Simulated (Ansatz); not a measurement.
# H_i (bond centre, by F) in NaLaF4 (P1): charge-transition levels and formation energies

Aim: at which Fermi levels does H_i (bond centre, by F) in NaLaF4 (P1) change its charge? The model is a cell of 72 host atoms with 1 H put in.

Main program and level: Ansatz 0.2.0; place-levels on PBEsol runs: charge-transition levels and formation energies with image-charge correction and potential alignment at the atomic sites.

### Step 1. The structure

The cell holds 73 atoms: 12 Na, 12 La, 48 F and 1 H. Cell: a = 10.630 Å, b = 9.770 Å, c = 9.759 Å, α = 101.8°, β = 90.2°, γ = 90.0°. It derives from NaLaF4 (space group P1). Nearest the centre at fractional (0.422, 0.423, 0.519): H73 at 0.00 Å, Na1 at 1.18 Å, F39 at 1.22 Å, F49 at 2.28 Å, F61 at 2.28 Å, F29 at 2.84 Å, F42 at 2.87 Å, La23 at 2.91 Å.

Screening for the image-charge correction: ε∞ = principal values (2.46, 2.47, 2.57), ε0 = principal values (8.80, 9.09, 15.68), computed on the host (DFPT, PBEsol).

The cell's shortest repeat is 9.8 Å.

### Step 2. Charge states

A transition level is the Fermi level at which two charge states cost the same, so each charge needs its own total energy, at its own relaxed structure.

Each atom starts 0.05 Å or so off its site in a random direction. Forces are taken at one point at (¼, ¼, ¼). The cell holds 1 electron more than the neutral one, with a uniform background that keeps it neutral on the whole.

The sampling was tested on the host first: at the k-points planned (1x1x1 shifted 0.25 0.25 0.25) its energy lies 0.000 eV an atom from the dense-mesh value, under the bound of 0.02 eV set for this test; that bounds the host's error, not the defect's.

One of the inputs; charge, spin and start change from state to state.

Input file qm1.relax/input.yaml:

```yaml
crystal:
  lattice:
    - [-0.02526621, 8.61811788, 6.22362966]
    - [6.16833309, -4.42122477, 6.15307717]
    - [6.14437863, 4.4282739, -6.15502554]
  atoms:
    - { symbol: Na, position: [0.32437409, 0.41515784, 0.5756916] }
    - { symbol: Na, position: [0.32437409, 0.91515784, 0.0756916] }
[... 3 atom lines left out ...]
    - { symbol: Na, position: [0.34344639, 0.67068403, 0.3358364] }
[... 5 atom lines left out ...]
    - { symbol: Na, position: [0.66837973, 0.61372586, 0.38420126] }
[... 6 atom lines left out ...]
    - { symbol: La, position: [0.50200562, 0.24717922, 0.25168542] }
    - { symbol: La, position: [0.50200562, 0.74717922, 0.75168542] }
[... 2 atom lines left out ...]
    - { symbol: La, position: [0.66483388, 0.36756009, 0.63344806] }
[... 4 atom lines left out ...]
    - { symbol: F, position: [0.6850295, 0.62067647, 0.65414347] }
    - { symbol: F, position: [0.18221622, 0.39138511, 0.38586953] }
[... 5 atom lines left out ...]
    - { symbol: F, position: [0.51866479, 0.19578882, 0.69288619] }
[... 3 atom lines left out ...]
    - { symbol: F, position: [0.52118465, 0.42890785, 0.45898118] }
[... 2 atom lines left out ...]
    - { symbol: F, position: [0.29751168, 0.67192842, 0.6620789] }
[... 4 atom lines left out ...]
    - { symbol: F, position: [0.79415693, 0.40264812, 0.43662195] }
[... 1 atom line left out ...]
    - { symbol: F, position: [0.37697411, 0.19038638, 0.44534775] }
[... 3 atom lines left out ...]
    - { symbol: F, position: [0.37736083, 0.44868851, 0.20915407] }
[... 4 atom lines left out ...]
    - { symbol: F, position: [0.49438018, 0.74550823, 0.50164867] }
[... 2 atom lines left out ...]
    - { symbol: F, position: [0.48159977, 0.48922867, 0.74781073] }
[... 3 atom lines left out ...]
    - { symbol: F, position: [0.13300658, 0.42948456, 0.68539601] }
[... 1 atom line left out ...]
    - { symbol: F, position: [0.63300658, 0.42948456, 0.18539601] }
[... 3 atom lines left out ...]
    - { symbol: F, position: [0.63691999, 0.17442769, 0.43415522] }
[... 1 atom line left out ...]
    - { symbol: H, position: [0.42166, 0.422529, 0.518846] }
  host:
    repeats: [1, 1, 1]
    atoms:
      - { symbol: Na, position: [0.32437409, 0.41515784, 0.5756916] }
      - { symbol: Na, position: [0.32437409, 0.91515784, 0.0756916] }
      # ... 70 more atoms of the perfect host
total_charge: -1
basis:
  ecutwfc: 420
  xc_grid: 2
hamiltonian:
  xc: pbesol
kpoints:
  mp_grid: { grid: [1, 1, 1], shift: [0.25, 0.25, 0.25] }
scf:
  occupations: { method: fixed }
  max_iter: 60
output:
  forces: true
  charged_corrections:
    epsilon: [[2.47, 0.0, 0.0], [0.0, 2.5, -0.05], [0.0, -0.05, 2.53]]
    static_epsilon: [[9.07, 0.02, -0.16], [0.02, 10.99, -3.19], [-0.16, -3.19, 13.51]]
    defect_position: [0.42166, 0.422529, 0.518846]
relax:
  f_tol: 0.02
  max_steps: 80
  random_displacement: { amplitude: 0.05, seed: 7198 }
checkpoint:
  write: "../qm1.relax.run"
  compress: false
  write_wavefunctions: true
  write_every: 100000
```

Started as:

```
$ ansatz run input.yaml --threads 4 --pin off --max-ram 7536MiB --backend cpu --events-out ev --progress --plain --runs-dir out
```

Defect states can disperse in a cell of this size, so the energy is taken again at a 2×2×2 shifted mesh, on the relaxed structure.

The run of this state that the levels use, under PBEsol:

Input file qm1.point/input.yaml:

```yaml
crystal:
  checkpoint: "../qm1.relax.run"
  host: checkpoint
total_charge: -1
basis:
  ecutwfc: 420
  xc_grid: 2
hamiltonian:
  xc: pbesol
kpoints:
  mp_grid: { grid: [2, 2, 2], shift: [0.5, 0.5, 0.5] }
scf:
  occupations: { method: fermi_dirac, width: 0.01 }
  max_iter: 60
output:
  forces: true
  eigenvalues: true
  charged_corrections:
    epsilon: [[2.47, 0.0, 0.0], [0.0, 2.5, -0.05], [0.0, -0.05, 2.53]]
    static_epsilon: [[9.07, 0.02, -0.16], [0.02, 10.99, -3.19], [-0.16, -3.19, 13.51]]
    defect_position: [0.42166, 0.422529, 0.518846]
  eigenstates: { localisation: true }
  populations: true
  band_densities: [{ bands: [v1, v1] }, { bands: [c1, c1] }]
  write_density: true
  write_potential: true
  volumetric_format: npy
  elf: true
checkpoint:
  read: "../qm1.relax.run"
  write: "../qm1.point.run"
  compress: false
  write_wavefunctions: false
  write_every: 100000
```

Relaxations under PBEsol at one point at (¼, ¼, ¼); times on 4 threads of Intel Xeon 6975P-C (Granite Rapids), shared host:

| charge | moment (μB) | occupations | outcome | steps | largest displacement against the far atoms (Å) | time |
| --- | --- | --- | --- | --- | --- | --- |
| −1 | 0 | fixed | converged | 14 | 1.40 | 2.3 min |
| 0 | 1 | fixed | converged | 19 | 1.26 | 5.4 min |
| +1 | 0 | fixed | converged | 15 | 1.31 | 1.9 min |

Single points under PBEsol at a 2×2×2 shifted mesh; times on 4 threads of Intel Xeon 6975P-C (Granite Rapids), shared host:

| charge | moment (μB) | occupations | outcome | time |
| --- | --- | --- | --- | --- |
| −1 | 0 | fermi-dirac | converged | 47 s |
| 0 | 1 | fermi-dirac | converged | 99 s |
| +1 | 0 | fermi-dirac | converged | 40 s |

Distances (Å) from H73 to the nearest atoms after relaxation with PBEsol:

| charge | moment (μB) | 1. | 2. | 3. | 4. | 5. | 6. |
| --- | --- | --- | --- | --- | --- | --- | --- |
| −1 | 0 | Na 2.03 | F 2.22 | Na 2.23 | La 2.28 | F 2.32 | F 2.35 |
| 0 | 1 | F 2.29 | F 2.29 | F 2.33 | Na 2.45 | Na 2.48 | F 2.81 |
| +1 | 0 | F 1.08 | F 1.21 | Na 2.22 | F 2.49 | La 2.54 | F 2.63 |

### Step 3. Levels against the band edges, PBEsol

A charged cell interacts with its images and the background, and its potential has another zero than the host's. place-levels removes the first by a point-charge model, screened by the static dielectric constant since the ions have relaxed around the charge, and the second by comparing potentials at atoms far from the defect.

The host is a run of the defect-free crystal in the same cutoffs, grids and k-points, so that basis and sampling errors cancel in part in the differences. Its band edges come from a run of the primitive cell that searches the zone for them. Chemical potentials are energies per atom of H (H2 molecule), run with the same functional and cutoff.

Input file levels.point.yaml:

```yaml
host:
  run: host.point.run
  levels_from: { run: edges.point.run }
states: [qm1.point.run, q0_M1.point.run, qp1.point.run]
geometry_from:
  qm1.point.run: qm1.relax.run
  q0_M1.point.run: q0_M1.relax.run
  qp1.point.run: qp1.relax.run
  host.point.run: host.relax.run
chemical_potentials:
  H:
    energy: -15.609288
    dataset: "<sha256 of the dataset>"
epsilon:
  - [2.47, 0.0, 0.0]
  - [0.0, 2.5, -0.05]
  - [0.0, -0.05, 2.53]
static_epsilon:
  - [9.07, 0.02, -0.16]
  - [0.02, 10.99, -3.19]
  - [-0.16, -3.19, 13.51]
vertical:
  - { from: qm1.point.run, to: qm1.point_neutral.run }
  - { from: qp1.point.run, to: qp1.point_neutral.run }
```

Started as:

```
$ ansatz place-levels levels.point.yaml -- --threads 4 --pin off --max-ram 7536MiB
```

Numbers of over 12 decimals in the logs are rounded to 6 here.

The program printed:

```text
[... repeated set-up lines and file paths are left out, and long positions are rounded to six places ...]
(+1/0) 5.527 eV above the valence edge, 1.021 eV under the conduction edge; not on the lower envelope
(0/-1) 4.404 eV above the valence edge, 2.143 eV under the conduction edge; not on the lower envelope
(+1/-1) 4.965 eV above the valence edge, 1.582 eV under the conduction edge: charges between them are lowest nowhere
formation energy of charge +1: -2.933 eV with the Fermi level at the valence edge
formation energy of charge 0: +2.593 eV with the Fermi level at the valence edge
formation energy of charge -1: +6.997 eV with the Fermi level at the valence edge
vertical -1 to 0: no energy, since no alignment is typed
  the change from vertical[0].from (qm1.point.run) to vertical[0].to (qm1.point_neutral.run): by its potential at epsilon [[2.47, 0, 0], [0, 2.5, -0.05], [0, -0.05, 2.53]] it stands at 0.389 0.404 0.385, with an rms radius of about 1.3 Å (1.0 0.4 0.8 Å across [...]
vertical +1 to 0: no energy, since no alignment is typed
  the change from vertical[1].from (qp1.point.run) to vertical[1].to (qp1.point_neutral.run): by its potential at epsilon [[2.47, 0, 0], [0, 2.5, -0.05], [0, -0.05, 2.53]] it stands at 0.544 0.258 0.194, with an rms radius of about 6.7 Å (3.6 4.0 3.9 Å across [...]
  edges by pbesol of host.levels_from (edges.point.run), its mesh sampled to repeats of 30.78 Å (the valence edge +0.001 eV and the conduction edge -0.013 eV from those of the host's own run), gap 6.547 eV; the host is sampled to repeats of 24.63 Å
  the defect's cells are sampled to repeats of 24.63 Å, like sampling
  charge +1: -130221.0484 eV with its correction of +0.158 eV, at epsilon [[9.07, 0.02, -0.16], [0.02, 10.99, -3.19], [-0.16, -3.19, 13.51]], aligned at sites: -0.0282 eV, mean over 36 atomic sites at or beyond 4.88 Å from the defect at [0.4217, 0.4225, [...]
  charge 0: +0.000 eV for its dipole among its images, +0.000 omitted
  charge -1: -130203.4805 eV with its correction of +0.119 eV, at epsilon [[9.07, 0.02, -0.16], [0.02, 10.99, -3.19], [-0.16, -3.19, 13.51]], aligned at sites: +0.0673 eV, mean over 36 atomic sites at or beyond 4.88 Å from the defect at [0.4217, 0.4225, [...]
  of states[2] (qp1.point.run): it parts from the run at its places by a charge that spreads by about 4 Å along one vector (1.7 Å or more is wide), by its potential at epsilon [[2.47, 0, 0], [0, 2.5, -0.05], [0, -0.05, 2.53]], taken for that of held ions (one [...]
  of states[1] (q0_M1.point.run): its displacements don't fall off away from the defect: farther atoms stand 0.075 Å off the host's places. [...]
  of states[0] (qm1.point.run): its alignment with the host at atomic sites is doubtful: the mean over the far sites moves by +0.0644 eV from their farther parts to their nearer, more than 0.05 eV. [...]
  of vertical[0].from (qm1.point.run): its displacements don't fall off away from the defect: farther atoms stand 0.058 Å off the host's places. [...]
  of vertical[0].to (qm1.point_neutral.run): its displacements don't fall off away from the defect: farther atoms stand 0.058 Å off the host's places. [...]
  of vertical[1].from (qp1.point.run): it parts from the run at its places by a charge that spreads by about 4 Å along one vector (1.7 Å or more is wide), by its potential at epsilon [[2.47, 0, 0], [0, 2.5, -0.05], [0, -0.05, 2.53]], taken for that of held [...]
  vertical[1].to (qp1.point_neutral.run): levels filled in part (TS 0.019 eV): its energy is of no whole electron's
  of vertical[1].to (qp1.point_neutral.run): magnetization_residual_over_threshold
```

Run time: 0.27 s. Hardware: 4 threads of Intel Xeon 6975P-C (Granite Rapids), shared host.

Levels between the charges placed, in eV above the valence top:

|  | gap (eV) | (+1/0) | (0/−1) |
| --- | --- | --- | --- |
| PBEsol | 6.55 | 5.53 | 4.40 |

Corrections by state:

| charge | moment (μB) | image terms and alignment (eV) | band filling (eV) | ε used | over the lowest of its charge, as the program ranks them, band filling apart (eV) |
| --- | --- | --- | --- | --- | --- |
| +1 | 0.0 | 0.158 | - | principal values (8.80, 9.09, 15.68) | 0.000 |
| 0 | 1.0 | 0.000 | - | - | 0.000 |
| −1 | 0.0 | 0.119 | - | principal values (8.80, 9.09, 15.68) | 0.000 |

The charged structures listed were also run neutral, and place-levels reads from each pair, by the potential or the spins, how wide the charge is by which they differ; that can be the carrier of either run.

| charge | rms radius (Å) | spread where it is widest against the cell (Å) | wide from (Å) | reading |
| --- | --- | --- | --- | --- |
| +1 | 6.7 | 3.97 | 1.66 | wide |
| −1 | 1.3 | 1.03 | 1.84 | narrow |

The neutral runs of these pairs need not share the spin of the lowest neutral state, and very wide values only mean spread over the cell.

From the program's caveats on the states, each cut to its opening words:

- charge +1: it parts from the run at its places by a charge that spreads by about 4 Å along one vector (1.7 Å or more is wide), by its potential at epsilon [[2.47, 0, 0], [...]
- charge +1: the far atoms show a dipole or second moment of the defect's charge, for which the correction takes or leaves out 0.07 eV: further moments aren't read, and the [...]
- charge 0 (1 μB): its displacements don't fall off away from the defect: farther atoms stand 0.075 Å off the host's places
- charge 0 (1 μB): flagged: stability check not made
- charge −1: its alignment with the host at atomic sites is doubtful: the mean over the far sites moves by +0.0644 eV from their farther parts to their nearer, more than [...]
- charge −1: the far atoms show a dipole or second moment of the defect's charge, for which the correction takes or leaves out 0.224 eV: further moments aren't read, and [...]
- charge −1: its displacements don't fall off away from the defect: farther atoms stand 0.058 Å off the host's places

Chemical potentials of the elements' reference phases, run alike. Formation energy by charge state (elemental references; gap 6.55 eV):

| charge | at valence top (eV) | at conduction bottom (eV) | correction included (eV) |
| --- | --- | --- | --- |
| +1 | -2.93 | 3.61 | 0.16 |
| 0 | 2.59 | 2.59 | 0.00 |
| −1 | 7.00 | 0.45 | 0.12 |

```tsv
Fermi level (eV)	lowest formation energy (eV)
0.00	-2.93
0.59	-2.34
1.19	-1.74
1.78	-1.15
2.38	-0.55
2.97	0.04
3.57	0.64
4.17	1.24
4.76	1.83
5.36	1.64
5.95	1.04
6.55	0.45
```

### Step 4. The same at the relaxations' own k-points

The relaxations' own energies give the levels at their sampling, for comparison.

Input file levels.relax_mesh.yaml:

```yaml
host:
  run: host.relax.run
  levels_from: { run: edges.relax.run }
states: [qm1.relax.run, q0_M1.relax.run, qp1.relax.run]
chemical_potentials:
  H:
    energy: -15.609288
    dataset: "<sha256 of the dataset>"
```

Started as:

```
$ ansatz place-levels levels.relax_mesh.yaml -- --threads 4 --pin off --max-ram 7536MiB
```

The program printed:

```text
[...]
formation energy of charge +1: -2.933 eV with the Fermi level at the valence edge
formation energy of charge 0: +2.593 eV with the Fermi level at the valence edge
formation energy of charge -1: +6.998 eV with the Fermi level at the valence edge
  edges by pbesol of host.levels_from (edges.relax.run), its mesh sampled to repeats of 30.78 Å (the valence edge +0.022 eV and the conduction edge -0.013 eV from those of the host's own run), gap 6.547 eV; the host is sampled to repeats of 14.44 Å
[... the lines on each state left out ...]
```

The job ended after 0.11 s (4 threads).

Levels between neighbouring charges, in eV above the valence top:

|  | gap (eV) | (+1/0) | (0/−1) |
| --- | --- | --- | --- |
| one point at (¼, ¼, ¼) | 6.55 | 5.53 | 4.40 |
| a 2×2×2 shifted mesh | 6.55 | 5.53 | 4.40 |

Going from one point at (¼, ¼, ¼) to a 2×2×2 shifted mesh moves the levels that carry no band-filling term by up to 0.00 eV and formation energies against the elements by up to 0.00 eV.

### Step 5. A changed set-up

In this try the input is made faulty on purpose, to show what that does.

Another version of the file is tried.

levels.try0.yaml is levels.point.yaml with these lines changed:

```diff
+defect_position:
+  qm1.point.run: [0.5417, 0.5425, 0.6388]
+  qp1.point.run: [0.5417, 0.5425, 0.6388]
```

Started as:

```
$ ansatz place-levels levels.try0.yaml -- --threads 4 --pin off --max-ram 7536MiB
```

The program printed:

```text
Error: states: the alignment at the far atoms does not stand for every charged run (states[0] (qm1.point.run): no potential alignment: what the cell's atoms and the host's sites leave over but for strayed atoms and the sites that these left (strays included: [...]
```

The change: the charge placed away from the defect.

The command refused this file.

### Step 6. Outcome

| Quantity | Value |
| --- | --- |
| gap of the host | 6.55 eV (PBEsol) |
| level (plus 1/0) | 5.53 eV above the valence top, not a change between lowest states |
| level (0/minus 1) | 4.40 eV above the valence top, not a change between lowest states |
| level (plus 1/minus 1) | 4.97 eV above the valence top |
| lowest of the charges placed, just above the valence top (0.02 eV) | +1 |
| lowest of the charges placed, just below the conduction bottom (0.02 eV) | −1 |
| lowest formation energy at mid-gap of the charges run, elemental references | 0.34 eV |

What this shows: Of the charges placed (−1, 0 and +1), the lowest changes at 4.97 eV (+1/−1) above the valence top, in a gap of 6.55 eV. (+1/−1) passes over charge 0, which lies 0.56 eV above the two there; a lower structure or spin state of it, if missed, would change that. Charges above +1 and below −1 were not placed, so these runs say nothing of levels that involve them. States placed: +1 at 0 μB; 0 at 1 μB; −1 at 0 μB. Other spin states or structures, where not listed, weren't placed. At charge −1, 0 and +1 the atom put in ends up to 1.4 Å from its starting place, so the name tells the start alone and the levels can join different sites. H is taken at its element; compounds, which aren't counted here, bound the chemical potentials and would shift these formation energies. Going from one point at (¼, ¼, ¼) to a 2×2×2 shifted mesh moves the levels that carry no band-filling term by up to 0.00 eV and formation energies against the elements by up to 0.00 eV. The program doubts the alignment of potentials for at least one state, a sign that the cell is small. Limits: PBEsol makes the gap too small and tends to spread out bound carriers; where a gas molecule sets a chemical potential or the host's formation energy, its binding is uncorrected; spin–orbit coupling, which can matter with heavy atoms, is left out.

[Logs are printed without paths, hosts, clocks, repeated set-up lines and the standing remarks that a program may print on its own settings, such as how far it seeks lower states.]

[Hosts, paths, dates, database ids (printed as entryN), source tags and the programs' standing remarks are cut or masked in the printed files.]

[Where a table of states has a column of steps, it counts the stored structures, which are thinned; the runs took as many ionic steps or more.]

[A defect's name tells the site on which it was built; relaxed atoms can leave that site.]

[For some hosts the program warned that the k-mesh of the response run may be too coarse for force constants and the static dielectric constant; such warnings are not shown here.]
